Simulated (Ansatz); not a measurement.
# TaAgO3 (R3c): converging the G0W0 gap

Aim: see how the G0W0 gap of TaAgO3 (R3c) on LDA moves with empty bands and screening cutoff, and what each rung costs.

Calculated with Ansatz 0.2.0; G0W0 on LDA, plane waves, PAW; PAW set soft_1.

This is a report of a sequence of runs, with most program output left out.

In doubt: one-shot GW on d or f shells is unsure (steps 2, 3, 4, 5, 6, 7), so the values of those runs are not to be relied on.

## Step 1: Starting point

It takes space group R3c (No. 161, trigonal). The conventional cell has a = 5.528 Å, b = 5.528 Å, c = 13.716 Å, α = 90.00°, β = 90.00°, γ = 120.00°. Ta has 6 O at 1.96 to 2.03 Å nearest. Nearest to Ag lie 6 O at 2.40 to 2.78 Å. Nearest to O lie 2 Ta at 1.96 to 2.03 Å and 2 Ag at 2.40 to 2.78 Å. Farther neighbours and most contacts between anions are not listed.

Geometry: measured cell, ions relaxed with LDA. The runs that relaxed it are not among those shown. Spin-orbit coupling is left out unless a step names it.

## Step 2: 91 empty bands, screening to 48 eV

Now the one-shot GW correction: screening in the RPA, then the self-energy of the levels asked for. This step takes PAW set soft_1 files.

input.yaml reads:

```yaml
crystal:
  lattice:
    - [2.76405, 1.5958250116, 4.5719666667]
    - [-2.76405, 1.5958250116, 4.5719666667]
    - [0.0, -3.1916500231, 4.5719666667]
  atoms:
    - { symbol: Ta, position: [-0.0026386703, -0.0026386703, -0.0026386703] }
    - { symbol: Ta, position: [0.4973613297, 0.4973613297, 0.4973613297] }
    - { symbol: Ag, position: [0.2490011846, 0.2490011846, 0.2490011846] }
    - { symbol: Ag, position: [0.7490011846, 0.7490011846, 0.7490011846] }
    - { symbol: O, position: [0.8177770222, 0.6856263343, 0.2524341291] }
    - { symbol: O, position: [0.2524341291, 0.8177770222, 0.6856263343] }
    - { symbol: O, position: [0.6856263343, 0.2524341291, 0.8177770222] }
    - { symbol: O, position: [0.7524341291, 0.1856263343, 0.3177770222] }
    - { symbol: O, position: [0.1856263343, 0.3177770222, 0.7524341291] }
    - { symbol: O, position: [0.3177770222, 0.7524341291, 0.1856263343] }
kpoints:
  mp_grid: { grid: [4, 4, 4] }
hamiltonian:
  xc: lda
  pseudopotentials: { kind: paw, azcp: { folder: soft_1 }, xc_functional: pbe }
scf:
  occupations: { method: fixed }
gw:
  n_empty_bands: 91
  ecut_chi: 48
  qp_bands: [v3, c3]
  qp_kpoints: band_edges
  screening: { model: contour_deformation }
```

Run with:

```console
> ansatz run input.yaml --threads 24 --pin off --max-ram 110592MiB --backend cuda --events-out ev --progress --plain --runs-dir out --devices 1 --max-vram 157GiB
```

The job ended after 4 s (1 × NVIDIA GB200 with 24 threads of Arm Neoverse V2, shared host; peak memory 1.3 GiB; 14 s of CPU time).

This step gave:

```
bands summed                                 : 141
RPA ε∞ on this mesh (eigenvalues)            : 6.894, 7.016, 7.016
plane waves in the screening matrix          : 89
q-points in the mesh                         : 64
G0W0 gap on the mesh                         : 3.464 eV
k of the valence top                         : 0, 0, 0
k of the conduction bottom                   : 0, 0, 0
starting gap on the mesh                     : 1.865 eV
Z at the valence top                         : 0.7416
Z at the conduction bottom                   : 0.7978
least direct G0W0 gap on the computed points : 3.464 eV
```

The gap on the mesh goes from 1.86 eV to 3.46 eV, a correction of +1.60 eV, though a band edge has moved to another state.

## Step 3: 258 empty bands, screening to 96 eV

Another rung: the empty bands reach about as high as the screening cutoff, so the two stay in balance.

input.yaml: that of step 2 with these lines changed.

```diff
@@ -24,4 +24,4 @@
 gw:
-  n_empty_bands: 91
-  ecut_chi: 48
+  n_empty_bands: 258
+  ecut_chi: 96
   qp_bands: [v3, c3]
```

It took 6.6 s on 1 × NVIDIA GB200 with 24 threads; peak memory 1.6 GiB; 22 s of CPU time.

Numbers from this step:

| Item | Value |
| --- | --- |
| bands summed | 308 |
| RPA ε∞ on this mesh (eigenvalues) | 6.841, 6.970, 6.970 |
| plane waves in the screening matrix | 259 |
| q-points in the mesh | 64 |
| G0W0 gap on the mesh | 3.344 eV |
| k of the valence top | 0, 0, 0 |
| k of the conduction bottom | 0, -0.5, -0.5 |
| starting gap on the mesh | 1.865 eV |
| Z at the valence top | 0.7333 |
| Z at the conduction bottom | 0.7910 |
| least direct G0W0 gap on the computed points | 3.354 eV |

Against the run with 4×4×4 mesh, 91 empty bands, screening to 48 eV, PAW set soft_1 files, the gap moves by −0.12 eV.

## Step 4: 556 empty bands, screening to 160 eV

input.yaml: that of step 3 with these lines changed.

```diff
@@ -24,4 +24,4 @@
 gw:
-  n_empty_bands: 258
-  ecut_chi: 96
+  n_empty_bands: 556
+  ecut_chi: 160.0
   qp_bands: [v3, c3]
```

The job ended after 20 s (1 × NVIDIA GB200 with 24 threads; peak memory 2.5 GiB; 54 s of CPU time).

This step gave:

```yaml
bands_summed: 606
rpa_eps_infinity_on_this_mesh_eigenvalues: 6.791, 6.918, 6.918
plane_waves_in_the_screening_matrix: 537
g0w0_gap_on_the_mesh: 3.368 eV
k_of_the_valence_top: 0, 0, 0
k_of_the_conduction_bottom: 0, -0.5, -0.5
starting_gap_on_the_mesh: 1.865 eV
least_direct_g0w0_gap_on_the_computed_points: 3.395 eV
```

Against the run with 4×4×4 mesh, 258 empty bands, screening to 96 eV, PAW set soft_1 files, the gap moves by +0.02 eV.

## Step 5: Changing the k mesh: 2×2×2 mesh, 258 empty bands, screening to 96 eV, PAW set soft_1 files

A second mesh at equal bands and cutoff isolates the sampling error. Bands and cutoff differ from the step before, so it is read against an earlier run that matches them.

input.yaml: that of step 4 with these lines changed.

```diff
@@ -17,3 +17,3 @@
 kpoints:
-  mp_grid: { grid: [4, 4, 4] }
+  mp_grid: { grid: [2, 2, 2] }
 hamiltonian:
@@ -24,4 +24,4 @@
 gw:
-  n_empty_bands: 556
-  ecut_chi: 160.0
+  n_empty_bands: 258
+  ecut_chi: 96
   qp_bands: [v3, c3]
```

Run time: 2.4 s. Hardware: 1 × NVIDIA GB200 with 24 threads; peak memory 1.4 GiB.

This step gave:

| Item | Value |
| --- | --- |
| bands summed | 308 |
| RPA ε∞ on this mesh (eigenvalues) | 9.143, 9.172, 9.172 |
| plane waves in the screening matrix | 259 |
| G0W0 gap on the mesh | 3.141 eV |
| k of the valence top | 0, 0, 0 |
| k of the conduction bottom | 0, -0.5, -0.5 |
| starting gap on the mesh | 1.854 eV |
| least direct G0W0 gap on the computed points | 3.181 eV |

Against the run with 4×4×4 mesh, 258 empty bands, screening to 96 eV, PAW set soft_1 files, the gap moves by −0.20 eV.

## Step 6: Changing the frequency model: 4×4×4 mesh, 258 empty bands, screening to 96 eV, plasmon pole, PAW set soft_1 files

A plasmon pole stands in for the full frequency dependence of the screening; this run shows what that costs in accuracy.

input.yaml: that of step 5 with these lines changed.

```diff
@@ -17,3 +17,3 @@
 kpoints:
-  mp_grid: { grid: [2, 2, 2] }
+  mp_grid: { grid: [4, 4, 4] }
 hamiltonian:
@@ -28,2 +28,2 @@
   qp_kpoints: band_edges
-  screening: { model: contour_deformation }
+  screening: { model: godby_needs }
```

Wall time 7.7 s (1 × NVIDIA GB200 with 24 threads); peak memory 2.2 GiB; 59 s of CPU time.

Numbers from this step:

```
bands summed                                 : 308
plasmon-pole fit frequency                   : 33.76 eV
RPA ε∞ on this mesh (eigenvalues)            : 6.841, 6.970, 6.970
plane waves in the screening matrix          : 259
G0W0 gap on the mesh                         : 3.322 eV
k of the valence top                         : 0, 0, 0
k of the conduction bottom                   : 0, -0.5, -0.5
starting gap on the mesh                     : 1.865 eV
least direct G0W0 gap on the computed points : 3.334 eV
```

Against the run with 4×4×4 mesh, 258 empty bands, screening to 96 eV, PAW set soft_1 files, the gap moves by −0.02 eV.

## Step 7: Changing the files: 4×4×4 mesh, 258 empty bands, screening to 96 eV, hard PAW files

Other atomic data (hard PAW) test the pseudisation: the cutoff goes from 420 to 930 eV and the valence electrons from 100 to 128, which opens shells that were frozen.

This step: G0W0 on LDA, plane waves, PAW.

input.yaml: that of step 6 with these lines changed.

```diff
@@ -20,3 +20,3 @@
   xc: lda
-  pseudopotentials: { kind: paw, azcp: { folder: soft_1 }, xc_functional: pbe }
+  pseudopotentials: { kind: paw, source: ansatz }
 scf:
@@ -28,2 +28,2 @@
   qp_kpoints: band_edges
-  screening: { model: godby_needs }
+  screening: { model: contour_deformation }
```

Run time: 15 s. Hardware: 1 × NVIDIA GB200 with 24 threads; peak memory 2.5 GiB.

This step gave:

- bands summed: 322
- RPA ε∞ on this mesh (eigenvalues): 6.880, 7.008, 7.008
- plane waves in the screening matrix: 259
- G0W0 gap on the mesh: 3.335 eV
- k of the valence top: 0, 0, 0
- k of the conduction bottom: 0, -0.5, -0.5
- starting gap on the mesh: 1.866 eV
- least direct G0W0 gap on the computed points: 3.347 eV

Against the run with 4×4×4 mesh, 258 empty bands, screening to 96 eV, PAW set soft_1 files, the gap moves by −0.009 eV.

## Step 8: Convergence and cost

Times are wall times on 1 × NVIDIA GB200 with 24 threads of Arm Neoverse V2, shared host, good to a factor of about two.

```tsv
mesh	files	frequency	bands summed	cutoff (eV)	start (eV)	G0W0 (eV)	time	host memory (GiB)
4×4×4	PAW set soft_1	contour deformation	141	48	1.865	3.464	4 s	1.3
4×4×4	PAW set soft_1	contour deformation	308	96	1.865	3.344	6.6 s	1.6
4×4×4	PAW set soft_1	contour deformation	606	160	1.865	3.368	20 s	2.5
2×2×2	PAW set soft_1	contour deformation	308	96	1.854	3.141	2.4 s	1.4
4×4×4	PAW set soft_1	plasmon pole	308	96	1.865	3.322	7.7 s	2.2
4×4×4	hard PAW	contour deformation	322	96	1.866	3.335	15 s	2.5
```

The parts of the quasiparticle energy at the two band edges (eV; QP = start + Σx + Σc − Vxc):

```tsv
run	edge	start	Σx	Σc	Vxc	Z	QP
141 bands	valence top	11.05	-29.52	5.15	-24.37	0.74	11.06
141 bands	conduction bottom	13.18	-13.54	-3.95	-18.82	0.80	14.52
308 bands	valence top	11.05	-29.52	4.93	-24.37	0.73	10.84
308 bands	conduction bottom	13.05	-13.18	-4.66	-18.97	0.79	14.18
606 bands	valence top	11.05	-29.52	4.72	-24.37	0.73	10.63
606 bands	conduction bottom	13.05	-13.18	-4.84	-18.97	0.79	14.00
```

 Where G0W0 reorders the edges (141 bands, 308 bands and 606 bands), the two states listed lie further apart at the start than the starting gap.

## Step 9: Outcome

| Quantity | Value |
| --- | --- |
| 141 bands, 48 eV | 3.464 eV |
| 308 bands, 96 eV | 3.344 eV |
| 606 bands, 160 eV | 3.368 eV |
| mesh and start | 4×4×4, LDA |

**Reading.** From 141 to 606 bands the gap moves by −0.10 eV while the time grows 4.9-fold. The gap turns back along the series, so no limit is drawn from it. On the 2×2×2 mesh in place of 4×4×4 the gap differs by −0.20 eV, of which −0.01 eV is already in the start. The plasmon-pole model gives −0.02 eV against contour deformation, 2 % of the correction, and saved no time in this program. Hard PAW files move the gap by −0.01 eV at equal bands and cutoff, +0.001 eV of it in the start. A d shell, filled or nearly so, lies near the gap. One-shot GW converges very slowly in bands there, not always from below, and on a semilocal start the gap tends to come out low; starts rich in exact exchange can overshoot instead. The many-body steps are scalar-relativistic: spin-orbit coupling is not in them.

[Paths, hosts, dates, memory and timing lines, banners, echoed tables and standing remarks are left out of the program output.]

[Logs are printed without paths, hosts, clocks, repeated set-up lines and the standing remarks that a program may print on its own settings, such as how far it seeks lower states.]

[Runs of the session that timed out or met a known fault of the program may be left out.]

[Cells called generated may have been cut or substituted from an entry of the Crystallography Open Database or the Materials Project.]

[Hosts, paths, dates, database ids (printed as entryN), source tags and the programs' standing remarks are cut or masked in the printed files.]
